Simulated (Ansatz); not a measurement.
**G0W0 on several functionals: HgC2S2N2 (C2/m)**

One-shot GW is not self-consistent; how far does the start matter for HgC2S2N2 (C2/m)?

Main program and level: Ansatz 0.2.0; G0W0 on several functionals, plane waves, PAW.

## (1) Set-up

Symmetry: C2/m, No. 12, monoclinic system. Conventional cell: a = 10.878 Å, b = 4.042 Å, c = 6.435 Å, α = 90.00°, β = 95.28°, γ = 90.00°. Nearest to Hg lie 2 S at 2.43 Å. Nearest to C lie 1 N at 1.18 Å and 1 S at 1.66 Å. Nearest to S lie 1 C at 1.66 Å and 1 Hg at 2.43 Å. Nearest to N lie 1 C at 1.18 Å. Farther neighbours and most contacts between anions are not listed.

Geometry: measured cell, ions relaxed with PBE. The runs that relaxed it are not among those shown. Spin-orbit coupling is left out unless a step names it.

## (2) G0W0 on LDA

G0W0 replaces the xc potential by the self-energy, built once from these orbitals. Only a window of levels is corrected, while the sums run over the empty bands that the input names. This step takes PAW set soft_1 files.

This step: G0W0 on LDA, plane waves, PAW; PAW set soft_1.

input.yaml reads:

```yaml
crystal:
  lattice:
    - [5.439, -2.021, 0.0]
    - [5.439, 2.021, 0.0]
    - [-0.5921680587, 0.0, 6.4076955288]
  atoms:
    - { symbol: Hg, position: [0.0, 0.0, 0.0] }
    - { symbol: C, position: [0.2661513025, 0.2661513025, 0.2233405963] }
    - { symbol: C, position: [0.7338486975, 0.7338486975, 0.7766594037] }
    - { symbol: S, position: [0.1320101513, 0.1320101513, 0.3259806969] }
    - { symbol: S, position: [0.8679898487, 0.8679898487, 0.6740193031] }
    - { symbol: "N", position: [0.3633996325, 0.3633996325, 0.1569129335] }
    - { symbol: "N", position: [0.6366003675, 0.6366003675, 0.8430870665] }
kpoints:
  mp_grid: { grid: [4, 4, 2] }
hamiltonian:
  xc: lda
  pseudopotentials: { kind: paw, azcp: { folder: soft_1 }, xc_functional: pbe }
scf:
  occupations: { method: fixed }
gw:
  n_empty_bands: 319
  ecut_chi: 100
  qp_bands: [v2, c2]
  qp_kpoints: band_edges
  screening: { model: contour_deformation }
```

Run with:

```sh
$ ansatz run input.yaml --threads 2 --pin off --max-ram 92160MiB --backend cuda --events-out ev --progress --plain --runs-dir out --devices 1 --max-vram 13GiB
```

Numbers of over 12 decimals in the logs are rounded to 6 here.

What it wrote:

```text
GPUs: using 1 of 1 available (devices: 1).
Engine: ansatz 0.2.0, x86_64-unknown-linux-gnu
Pseudopotentials: kind: paw
Pseudopotential: Hg, paw, valence charge 20, recommended cutoff 420 eV (normal), soft_1/Hg.paw.azcp
Pseudopotential: C, paw, valence charge 4, recommended cutoff 420 eV (normal), soft_1/C.paw.azcp
Pseudopotential: S, paw, valence charge 6, recommended cutoff 420 eV (normal), soft_1/S.paw.azcp
Pseudopotential: N, paw, valence charge 5, recommended cutoff 420 eV (normal), soft_1/N.paw.azcp
Functional definition: SPW92
  exchange = slater_x
  correlation = pw_c
device memory: the entry about to start is reckoned to put 1.3 GiB on a device that reports 55.5 GiB free (of which the cap on the GPU budget leaves the run 13.0 GiB)
GPU FFT provider: cuFFT
GPU libraries: cuBLAS 13.8.2, cuFFT 12.4.0, cuSOLVER 12.3.4
Crystal: 7 atoms, lattice volume = 140.870 Å³
Basis set: ecut = 420 eV, 2761 PW (Γ)
Bands: 32, of which v1, the nominal top of the filled ones, is band 25 counted from 1 (24 counted from 0)
Symmetry: 4 space group operations
Space group: C2/m (ITA 12), of the structure as read, at distance tolerance 5.2e-5 Å
k-points: 14 of 32
Non-local potential: Hg, projectors of the file, l = 0: 3, l = 1: 2, l = 2: 2, l = 3: 1
Non-local potential: C, projectors of the file, l = 0: 2, l = 1: 2, l = 2: 1
Non-local potential: S, projectors of the file, l = 0: 2, l = 1: 2, l = 2: 1
Non-local potential: N, projectors of the file, l = 0: 2, l = 1: 2, l = 2: 1
PAW form: soft (Blöchl's): semilocal exchange-correlation on the pseudo side does not see the compensation charge
PAW frozen core: Hg, regenerated for the run's functional, and the local potential with it (the file was generated under x = pbe(κ = 0.804, μ = 0.219515), c = pbe(β = 0.066725))
PAW frozen core: C, regenerated for the run's functional, and the local potential with it (the file was generated under x = pbe(κ = 0.804, μ = 0.219515), c = pbe(β = 0.066725))
PAW frozen core: S, regenerated for the run's functional, and the local potential with it (the file was generated under x = pbe(κ = 0.804, μ = 0.219515), c = pbe(β = 0.066725))
PAW frozen core: N, regenerated for the run's functional, and the local potential with it (the file was generated under x = pbe(κ = 0.804, μ = 0.219515), c = pbe(β = 0.066725))
PAW one-centre angular grid: Hg, 590 points (default); XC on 64 Gauss nodes
PAW one-centre angular grid: C, 110 points (default); XC on 64 Gauss nodes
PAW one-centre angular grid: S, 110 points (default); XC on 64 Gauss nodes
PAW one-centre angular grid: N, 110 points (default); XC on 64 Gauss nodes
Initial density: superposition of atomic densities (chi_scale 0.1, normalization cell, long waves kept (reshape's long-wave potential 0.21 eV rms))
Initial wavefunctions: pseudopotential atomic-orbital guess
GPU buffer pool allocated for 72000 grid points (all kernels)
GPU transforms: local potential and band sums: pruned to the plane-wave sphere, on 40×40×45
Functional: x = slater, c = lda
SCF iter   1: F=—  HF=-16496.131671 eV  |F-HF|=—  |Δ(HF+E_count)|=         —  Δρ=7.30e-2  dr2=6.84e0  ethr=3.10e-3  ⟨swp⟩=5.0  Hψ=1881  notcnv=0  defer=61
preconditioner: auto → Resta (q_TF=auto, 2.296 Å⁻¹)  ε∞=4.1  [insulator: Δε(μ)=1.904 eV  Ē_g=11.607 eV  n_scr=24 (ndim 8)  ℏωp=20.3 eV  f_vac=0.054  ε∞_Penn≈4.1]
SCF iter   2: F=—  HF=-16494.175677 eV  |F-HF|=—  |Δ(HF+E_count)|=    1.96e0  Δρ=3.51e-2  dr2=1.04e0  ethr=3.10e-3  ⟨swp⟩=3.0  Hψ=1016  notcnv=0  defer=34
SCF iter   3: F=—  HF=-16493.884169 eV  |F-HF|=—  |Δ(HF+E_count)|=   2.92e-1  Δρ=1.44e-2  dr2=3.46e-1  ethr=2.08e-3  ⟨swp⟩=2.0  Hψ=888  notcnv=0  defer=64
SCF iter   4: F=—  HF=-16493.806544 eV  |F-HF|=—  |Δ(HF+E_count)|=   7.76e-2  Δρ=4.69e-3  dr2=2.66e-2  ethr=6.93e-4  ⟨swp⟩=2.0  Hψ=756  notcnv=0  defer=70
SCF iter   5: F=—  HF=-16493.801687 eV  |F-HF|=—  |Δ(HF+E_count)|=   4.86e-3  Δρ=1.14e-3  dr2=3.00e-3  ethr=5.33e-5  ⟨swp⟩=2.1  Hψ=876  notcnv=0  defer=70
SCF iter   6: F=—  HF=-16493.801862 eV  |F-HF|=—  |Δ(HF+E_count)|=   1.75e-4  Δρ=2.74e-4  dr2=1.58e-4  ethr=5.99e-6  ⟨swp⟩=3.0  Hψ=742  notcnv=0  defer=70
SCF iter   7: F=—  HF=-16493.801914 eV  |F-HF|=—  |Δ(HF+E_count)|=   5.22e-5  Δρ=5.41e-5  dr2=6.68e-6  ethr=3.16e-7  ⟨swp⟩=2.7  Hψ=673  notcnv=0  defer=61
SCF iter   8: F=—  HF=-16493.801917 eV  |F-HF|=—  |Δ(HF+E_count)|=   2.34e-6  Δρ=1.42e-5  dr2=4.11e-7  ethr=1.34e-8  ⟨swp⟩=2.5  Hψ=709  notcnv=0  defer=22
SCF iter   9: F=-16493.801917 eV  HF=-16493.801917 eV  |F-HF|=6.18e-10  |Δ(HF+E_count)|=   2.08e-7  Δρ=3.16e-6  dr2=1.91e-8  ethr=2.00e-10  ⟨swp⟩=11.3  Hψ=1859  notcnv=0
SCF 1 converged in 9 iterations: F = -16493.801917 eV  dr2 = 1.91e-8
  greatest PAW one-centre occupation: 1.000 electrons in one spin orbital (limit 2), on the Hg atom at site 0 (counted from 0), in its partial waves of l = 0
device memory: the entry about to start is reckoned to put 1.4 GiB (of the 1.5 GiB reckoned in all, the device holds 0.1 GiB already) on a device that reports 56.4 GiB free (of which the cap on the GPU budget leaves the run 12.9 GiB)
NSCF: frozen V_eff on 14 k-points, pencils in batches of 32, up to order 128
the band table was solved once the SCF had ended and its energy, with any forces and stress, was formed, with the checks that follow a solve (1954 applications of the Hamiltonian). They found nothing against the state; the energy, forces and stress were not computed again (output.eigenvalues in the input reference)
device memory: the entry about to start is reckoned to put 3.1 GiB on a device that reports 56.0 GiB free (of which the cap on the GPU budget leaves the run 13.0 GiB)
NSCF: frozen V_eff on 14 k-points
G₀W₀ screening: q 1/14
[... further progress lines ...]
device memory: the entry about to start is reckoned to put 0.6 GiB on a device that reports 56.8 GiB free (of which the cap on the GPU budget leaves the run 13.0 GiB)
NSCF: frozen V_eff on 1 k-points
device memory: the entry about to start is reckoned to put 0.6 GiB on a device that reports 56.9 GiB free (of which the cap on the GPU budget leaves the run 13.0 GiB)
NSCF: frozen V_eff on 1 k-points
device memory: the entry about to start is reckoned to put 0.6 GiB on a device that reports 56.9 GiB free (of which the cap on the GPU budget leaves the run 13.0 GiB)
NSCF: frozen V_eff on 1 k-points
SCF converged after 9 iterations
Free energy (F): -16493.801917 eV
Harris-Foulkes:  -16493.801917 eV  (|F-HF|=6.18e-10)
Internal energy: -16493.801917 eV  (E = F + TS)
E sigma→0 (E₀):  -16493.801917 eV
Fermi energy:    2.857541 eV
--- Per-component energies (eV) ---
  E_band       = -720.707626
  E_kinetic    = 1202.487677
  E_local      = -5546.741219  (includes V_loc(G=0)·N_el)
  E_nonlocal   = 289.428376
  E_hartree    = 2270.159243
  E_xc         = -584.429461
  E_vxc        = -664.858514  (∫ρ·V_xc dr)
  E_paw        = -11243.856289  (= ΣΔE_a)
  E_vpaw       = -541.343857  (= ΣTr[D̂ρ^β])
  E_aug_tail   = 0.002050  (compensation charges beyond the density's cutoff)
  E_ewald      = -2882.020586
  E_core_change = 1.168293  (= ΣΔE_core)
  E_smearing   = -0.000000  (= −TS)
  E_closure    = 0.000000  (closes the sum)
  Σ components = -16493.801917   (vs F -16493.801917, Δ=0.00e0)
--- Band table (eV; the first three rows and the last of 14) ---
  k-point 0: bands = [... 21 lower, 0.9196, 1.8562, 2.0660, 2.7207, 4.8804, 6.8596, 7.0313, 7.9835, ... 3 higher]
  k-point 1: bands = [... 21 lower, 1.1765, 1.7832, 2.0560, 2.7371, 5.7691, 6.9966, 7.5637, 8.2311, ... 3 higher]
  k-point 2: bands = [... 21 lower, 0.9302, 1.2770, 2.0469, 2.4303, 5.1431, 6.7826, 7.5294, 8.0043, ... 3 higher]
  k-point 13: bands = [... 21 lower, 1.5150, 1.6436, 2.7219, 2.7288, 5.5600, 7.3180, 7.4612, 7.8024, ... 3 higher]
--- G₀W₀: contour deformation, 7 samples at zero and on the imaginary axis and 1 off it, 32 q-points, 319 empty bands' worth ---
  eigenvalues of the whole cell's RPA ε∞ on this k-mesh (on a slab, of 1 + 4πα/V) = 2.7375, 3.3958, 5.4378; static W/v taken at q = 0 is 0.284740
  gw.qp_kpoints: band_edges: 13 of 14 stored k-points solved, in 1 pass; an edge of the gap read off the rows below is read off those points alone
    valence top: of the k-points left out ik 10 came nearest to being solved in a further pass, in band 25 (counted from 1, as in the quasiparticle table): it holds the edge there only if its correction is more favourable than any solved in that band by at least 0.767 eV; those differ by 0.040 eV
    conduction bottom: of the k-points left out ik 10 came nearest to being solved in a further pass, in band 26 (counted from 1, as in the quasiparticle table): it holds the edge there only if its correction is more favourable than any solved in that band by at least 0.565 eV; those differ by 0.141 eV
    ik  band        ε_KS         Σx   Σc(E_QP)       V_xc       Z   E_QP_lin       E_QP  E_QP is
     0    24      2.0660   -18.2545     2.3446   -15.1192  0.7386     1.2589     1.2753  root
     0    25      2.7207   -19.7416     2.2530   -16.7088  0.7487     1.9287     1.9410  root
     0    26      4.8804   -10.9629    -3.5140   -15.5593  0.7879     5.9780     5.9628  root
     0    27      6.8596    -8.3040    -3.9483   -13.4767  0.7754     8.1126     8.0841  root
     1    24      2.0560   -18.4437     2.3512   -15.3244  0.7380     1.2728     1.2881  root
     1    25      2.7371   -19.5906     2.2487   -16.5409  0.7495     1.9231     1.9362  root
     1    26      5.7691   -11.8942    -3.8932   -17.0111  0.7727     7.0208     6.9927  root
     1    27      6.9966    -7.0906    -4.1986   -12.4384  0.7826     8.1716     8.1458  root
     2    24      2.0469   -19.2236     2.4690   -15.9617  0.7414     1.2383     1.2540  root
     2    25      2.4303   -19.8115     2.2788   -16.7560  0.7505     1.6411     1.6537  root
     2    26      5.1431   -11.1868    -3.6236   -15.9548  0.7837     6.3059     6.2873  root
     2    27      6.7826    -8.0630    -3.9064   -13.1562  0.7814     7.9948     7.9694  root
     3    24      2.0894   -19.2777     2.4396   -16.0472  0.7423     1.2832     1.2985  root
     3    25      2.3642   -19.7971     2.2879   -16.7422  0.7495     1.5849     1.5973  root
     3    26      5.5433   -11.5448    -3.7340   -16.4558  0.7783     6.7426     6.7202  root
     3    27      7.0570    -8.5538    -3.9967   -13.7613  0.7755     8.2961     8.2677  root
     4    24      1.6005   -18.5216     2.5245   -15.2275  0.7326     0.8127     0.8309  root
     4    25      2.3900   -19.6597     2.1888   -16.6731  0.7531     1.5789     1.5922  root
     4    26      5.4128   -11.6106    -3.6866   -16.4938  0.7788     6.6318     6.6095  root
     4    27      6.4552    -7.9813    -3.7197   -12.8899  0.7861     7.6671     7.6442  root
     5    24      1.6167   -18.0718     2.5251   -14.7346  0.7320     0.7827     0.8047  root
     5    25      2.2718   -19.6129     2.2064   -16.6398  0.7508     1.4927     1.5051  root
     5    26      5.2445   -11.2417    -3.5426   -15.9236  0.7843     6.4022     6.3837  root
     5    27      6.5371    -8.4457    -3.7756   -13.4673  0.7803     7.8094     7.7830  root
[...]
12    24      2.5820   -18.8649     2.2287   -15.8593  0.7448     1.7923     1.8052  root
    12    25      2.8575   -19.7199     2.1687   -16.7808  0.7513     2.0758     2.0872  root
    12    26      5.9811   -11.3698    -3.9440   -16.5205  0.7736     7.2177     7.1877  root
    12    27      7.1233    -8.1611    -4.0941   -13.5279  0.7694     8.4332     8.3961  root
    13    24      2.7219   -18.8524     2.1662   -15.9054  0.7471     1.9288     1.9412  root
    13    25      2.7288   -19.7863     2.2241   -16.7993  0.7495     1.9546     1.9661  root
    13    26      5.5600   -11.4630    -3.7210   -16.3594  0.7793     6.7575     6.7353  root
    13    27      7.3180    -8.6410    -4.3542   -14.3824  0.7571     8.7577     8.7052  root
```

It took 34 s on 1 × NVIDIA H100 80GB HBM3 (shared by 6 runs) with 2 threads of AMD EPYC 7R13 (Zen 3), shared host; peak memory 1.5 GiB.

Numbers from this step:

```
bands summed                                 : 344
RPA ε∞ on this mesh (eigenvalues)            : 2.738, 3.396, 5.438
plane waves in the screening matrix          : 327
q-points in the mesh                         : 32
G0W0 gap on the mesh                         : 3.876 eV
k of the valence top                         : -0.5, -0.5, 0
k of the conduction bottom                   : 0, 0, 0
starting gap on the mesh                     : 2.023 eV
Z at the valence top                         : 0.7513
Z at the conduction bottom                   : 0.7879
least direct G0W0 gap on the computed points : 4.022 eV
```

The gap on the mesh goes from 2.02 eV to 3.88 eV, a correction of +1.85 eV. Between the two edge states, bare exchange in place of the xc potential would open the gap by 7.54 eV, and correlation takes back 5.68 eV.

## (3) G0W0 on PBEsol

The same correction from a different start measures what one shot leaves open.

This step: G0W0 on PBEsol, plane waves, PAW; PAW set soft_1.

input.yaml: that of step 2 with these lines changed.

```diff
@@ -16,3 +16,3 @@
 hamiltonian:
-  xc: lda
+  xc: pbesol
   pseudopotentials: { kind: paw, azcp: { folder: soft_1 }, xc_functional: pbe }
```

What it wrote:

```text
GPUs: using 1 of 1 available (devices: 1).
[...]
GPU FFT provider: cuFFT
GPU libraries: cuBLAS 13.8.2, cuFFT 12.4.0, cuSOLVER 12.3.4
Crystal: 7 atoms, lattice volume = 140.870 Å³
Basis set: ecut = 420 eV, 2761 PW (Γ)
Bands: 32, of which v1, the nominal top of the filled ones, is band 25 counted from 1 (24 counted from 0)
Symmetry: 4 space group operations
[...]
k-points: 14 of 32
[...]
GPU buffer pool allocated for 72000 grid points (all kernels)
[...]
SCF iter   1: F=—  HF=-16689.792593 eV  |F-HF|=—  |Δ(HF+E_count)|=         —  Δρ=7.21e-2  dr2=6.66e0  ethr=3.10e-3  ⟨swp⟩=5.0  Hψ=1881  notcnv=0  defer=61
[...]
SCF iter   9: F=-16687.686719 eV  HF=-16687.686719 eV  |F-HF|=7.59e-9  |Δ(HF+E_count)|=   1.69e-6  Δρ=7.33e-6  dr2=8.62e-8  ethr=2.00e-10  ⟨swp⟩=11.5  Hψ=2093  notcnv=0
SCF 1 converged in 9 iterations: F = -16687.686719 eV  dr2 = 8.62e-8
[...]
NSCF: frozen V_eff on 14 k-points, pencils in batches of 32, up to order 128
[...]
NSCF: frozen V_eff on 14 k-points
G₀W₀ screening: q 1/14
[... further progress lines ...]
[...]
SCF converged after 9 iterations
Free energy (F): -16687.686719 eV
[...]
Internal energy: -16687.686719 eV  (E = F + TS)
E sigma→0 (E₀):  -16687.686719 eV
Fermi energy:    3.037393 eV
[...]
--- Band table (eV; the first three rows and the last of 14) ---
  k-point 0: bands = [... 21 lower, 1.1351, 2.0473, 2.2547, 2.9046, 5.1634, 7.1308, 7.3806, 8.2353, ... 3 higher]
  k-point 1: bands = [... 21 lower, 1.3915, 1.9689, 2.2469, 2.9194, 6.0250, 7.3238, 7.8168, 8.4783, ... 3 higher]
  k-point 2: bands = [... 21 lower, 1.1476, 1.4884, 2.2405, 2.6237, 5.4198, 7.0657, 7.8355, 8.2671, ... 3 higher]
  k-point 13: bands = [... 21 lower, 1.7221, 1.8359, 2.8999, 2.9150, 5.8298, 7.5879, 7.7179, 8.0835, ... 3 higher]
[...]
0    24      2.2547   -18.2839     2.3881   -14.9608  0.7414     1.2967     1.3197  root
     0    25      2.9046   -19.7594     2.2940   -16.5440  0.7513     1.9660     1.9832  root
     0    26      5.1634   -10.9349    -3.4656   -15.3156  0.7903     6.0887     6.0785  root
     0    27      7.1308    -8.3058    -3.8697   -13.2470  0.7777     8.2229     8.2023  root
     1    24      2.2469   -18.4711     2.3952   -15.1605  0.7408     1.3097     1.3315  root
     1    25      2.9194   -19.6115     2.2891   -16.3823  0.7521     1.9612     1.9793  root
     1    26      6.0250   -11.8367    -3.8221   -16.7368  0.7758     7.1228     7.1029  root
     1    27      7.3238    -7.1923    -4.1259   -12.2920  0.7832     8.3151     8.2975  root
[...]
13    24      2.8999   -18.8638     2.2080   -15.7382  0.7496     1.9652     1.9824  root
    13    25      2.9150   -19.8054     2.2661   -16.6323  0.7521     1.9917     2.0081  root
    13    26      5.8298   -11.3950    -3.6638   -16.0753  0.7820     6.8617     6.8462  root
    13    27      7.5879    -8.6692    -4.2529   -14.1702  0.7591     8.8752     8.8361  root
```

Wall time 43 s (1 × NVIDIA H100 80GB HBM3 (shared by 6 runs) with 2 threads); peak memory 1.5 GiB.

Numbers from this step:

| Item | Value |
| --- | --- |
| bands summed | 344 |
| RPA ε∞ on this mesh (eigenvalues) | 2.669, 3.306, 5.303 |
| plane waves in the screening matrix | 327 |
| q-points in the mesh | 32 |
| G0W0 gap on the mesh | 3.951 eV |
| k of the valence top | -0.5, -0.5, 0 |
| k of the conduction bottom | 0, 0, 0 |
| starting gap on the mesh | 2.126 eV |
| Z at the valence top | 0.7539 |
| Z at the conduction bottom | 0.7903 |
| least direct G0W0 gap on the computed points | 4.095 eV |

Against the run with 4×4×2 mesh, 319 empty bands, screening to 100 eV, PAW set soft_1 files on LDA, the gap moves by +0.07 eV, while the start moved by +0.10 eV.

## (4) G0W0 on PBE

This step: G0W0 on PBE, plane waves, PAW; PAW set soft_1.

input.yaml: that of step 3 with these lines changed.

```diff
@@ -16,4 +16,4 @@
 hamiltonian:
-  xc: pbesol
-  pseudopotentials: { kind: paw, azcp: { folder: soft_1 }, xc_functional: pbe }
+  xc: pbe
+  pseudopotentials: { kind: paw, azcp: { folder: soft_1 } }
 scf:
```

What it wrote:

```text
GPUs: using 1 of 1 available (devices: 1).
[...]
GPU FFT provider: cuFFT
GPU libraries: cuBLAS 13.8.2, cuFFT 12.4.0, cuSOLVER 12.3.4
Crystal: 7 atoms, lattice volume = 140.870 Å³
Basis set: ecut = 420 eV, 2761 PW (Γ)
Bands: 32, of which v1, the nominal top of the filled ones, is band 25 counted from 1 (24 counted from 0)
Symmetry: 4 space group operations
[...]
k-points: 14 of 32
[...]
1    27      7.4470    -7.2599    -4.1037   -12.3381  0.7838     8.4389     8.4214  root
[...]
13    24      2.9634   -18.9209     2.2083   -15.7923  0.7510     2.0261     2.0431  root
    13    25      2.9821   -19.8503     2.2638   -16.6753  0.7535     2.0546     2.0709  root
    13    26      5.9602   -11.3764    -3.6513   -16.0172  0.7837     6.9639     6.9497  root
    13    27      7.7103    -8.7136    -4.2358   -14.2124  0.7600     9.0125     8.9734  root
[key lines of the parts left out:]
SCF converged after 9 iterations
Free energy (F): -16887.320488 eV
Fermi energy:    3.100609 eV
```

The job ended after 24 s (1 × NVIDIA H100 80GB HBM3 (shared by 6 runs) with 2 threads; peak memory 1.5 GiB).

Numbers from this step:

* bands summed: 344
* RPA ε∞ on this mesh (eigenvalues): 2.606, 3.238, 5.183
* plane waves in the screening matrix: 327
* G0W0 gap on the mesh: 3.996 eV
* k of the valence top: -0.5, -0.5, 0
* k of the conduction bottom: 0, 0, 0
* starting gap on the mesh: 2.210 eV
* least direct G0W0 gap on the computed points: 4.139 eV

Against the run with 4×4×2 mesh, 319 empty bands, screening to 100 eV, PAW set soft_1 files on PBEsol, the gap moves by +0.05 eV, while the start moved by +0.08 eV.

(Part 1 of 2 ends here.)

[Paths, hosts, dates, memory and timing lines, banners, echoed tables and standing remarks are left out of the program output.]

[Logs are printed without paths, hosts, clocks, repeated set-up lines and the standing remarks that a program may print on its own settings, such as how far it seeks lower states.]

[Runs of the session that timed out or met a known fault of the program may be left out.]

[Cells called generated may have been cut or substituted from an entry of the Crystallography Open Database or the Materials Project.]

[Hosts, paths, dates, database ids (printed as entryN), source tags and the programs' standing remarks are cut or masked in the printed files.]
